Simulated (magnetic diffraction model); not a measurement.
**Al2FeB2Ir5 below its ordering temperature**

Space group P4/mbm (no. 127), a = 9.0090 Å, c = 2.8730 Å.

| site | atom | x | y | z |
| --- | --- | --- | --- | --- |
| 8j | Ir | 0.5644 | 0.7167 | 1/2 |
| 2c | Ir | 1/2 | 0 | 1/2 |
| 2a | Fe | 1/2 | 1/2 | 0 |
| 4g | Al | 0.8266 | 0.6734 | 0 |
| 4g | B | 0.6201 | 0.8799 | 0 |

This is a made-up structure (elements placed in a structure type, unrelaxed), so the numbers test the method and describe no known phase.

Only Fe is taken to order (form factors of Fe2+); orders and moment sizes are assumed, and not adapted to the symmetry. Radiation: neutrons of λ = 1.909 Å (absorption by B and Ir left out), 8° to 60°; isotropic B of 0.47 Å² (Ir), 0.66 Å² (Fe), 0.86 Å² (Al) and 0.74 Å² (B). Simulated constant-wavelength pattern: nuclear and magnetic terms add, the magnetic one as |2.695 fm × Σ f S⊥ exp(2πi Q·r) exp(−B s²)|², summed over all Q at one angle with the factor 1/(sin²θ cos θ). For collinear order S is the moment m, which repeats by lattice and centring translations R with the sign exp(−2πi k·R). Free-ion form factors, Sears's scattering lengths of 1992, no absorption; a label names one of the reflections at its angle. The strongest nuclear line in the range is 100, and lines under 0.2 are left out.

Above the ordering temperature:

```tsv
2θ (°)	index	I
24.47	(2 0 0)	11.8
27.41	(2 1 0)	25.2
34.88	(2 2 0)	0.8
38.81	(0 0 1)	11.7
39.15	(3 1 0)	0.6
42.75	(1 1 1)	1.3
44.92	(3 2 0)	7.2
48.16	(2 1 1)	8.1
50.15	(4 0 0)	8.9
51.80	(4 1 0)	45.0
53.16	(2 2 1)	29.7
53.42	(3 3 0)	8.3
56.31	(3 1 1)	100.0
56.56	(4 2 0)	34.2
```

Below it (cell unchanged):

```csv
2θ (°),I
20.08,1.3
23.55,1.6
24.47,11.8
26.58,0.6
27.41,25.2
29.33,0.8
31.85,0.6
34.88,0.8
36.44,0.6
38.55,0.3
38.81,11.7
39.15,0.6
42.51,0.2
42.75,1.3
44.38,0.2
44.92,7.2
48.16,8.1
50.15,8.9
51.80,45.0
53.16,29.7
53.42,8.3
56.31,100.0
56.56,34.2
```

**Question.** Check that the new lines index with k = (1/2 0 1/2), then choose among these models:
A. collinear moments along [110], 1.95 μB on Fe; signs + at (1/2, 1/2, 0), + at (0, 0, 0)
B. collinear moments along [010], 1.95 μB on Fe; signs + at (1/2, 1/2, 0), + at (0, 0, 0)
C. collinear moments along [010], 1.95 μB on Fe; signs + at (1/2, 1/2, 0), − at (0, 0, 0)
D. collinear moments along [110], 1.95 μB on Fe; signs + at (1/2, 1/2, 0), − at (0, 0, 0)

The new lines index as (1/2 0 1/2) at 20.08°, (1/2 1 1/2) at 23.55°, (3/2 0 1/2) at 26.58° and (3/2 1 1/2) at 29.33°, that is as H ± k with k = (1/2 0 1/2), one of 2 inequivalent arms of its star (k and −k counted as one), which a powder can't tell apart. Half indices mean that the moments reverse under translations with k·R a half-integer, and the magnetic cell has twice the primitive volume.

Magnetic intensity, observed (below minus above) and for each model:

| 2θ (°) | index | observed | A | B | C | D |
| --- | --- | --- | --- | --- | --- | --- |
| 20.08 | (1/2 0 1/2) | 1.3 | 1.3 | 1.4 | 1.4 | 1.3 |
| 23.55 | (1/2 1 1/2) | 1.6 | 1.6 | 1.4 | 1.4 | 1.6 |
| 26.58 | (3/2 0 1/2) | 0.6 | 0.6 | 0.7 | 0.7 | 0.6 |
| 29.33 | (3/2 1 1/2) | 0.8 | 0.8 | 0.9 | 0.9 | 0.8 |
| 31.85 | (1/2 2 1/2) | 0.6 | 0.6 | 0.4 | 0.4 | 0.6 |
| 36.44 | (5/2 0 1/2) | 0.6 | 0.6 | 0.6 | 0.6 | 0.6 |

Models A and D match alike on every line, so these data can't choose among them (such ties are often domains of one structure).

The structure used: k = (1/2 0 1/2), collinear moments along [110], 1.95 μB on Fe; signs + at (1/2, 1/2, 0), + at (0, 0, 0).

[Logs are printed without paths, hosts, clocks, repeated set-up lines and the standing remarks that a program may print on its own settings, such as how far it seeks lower states.]
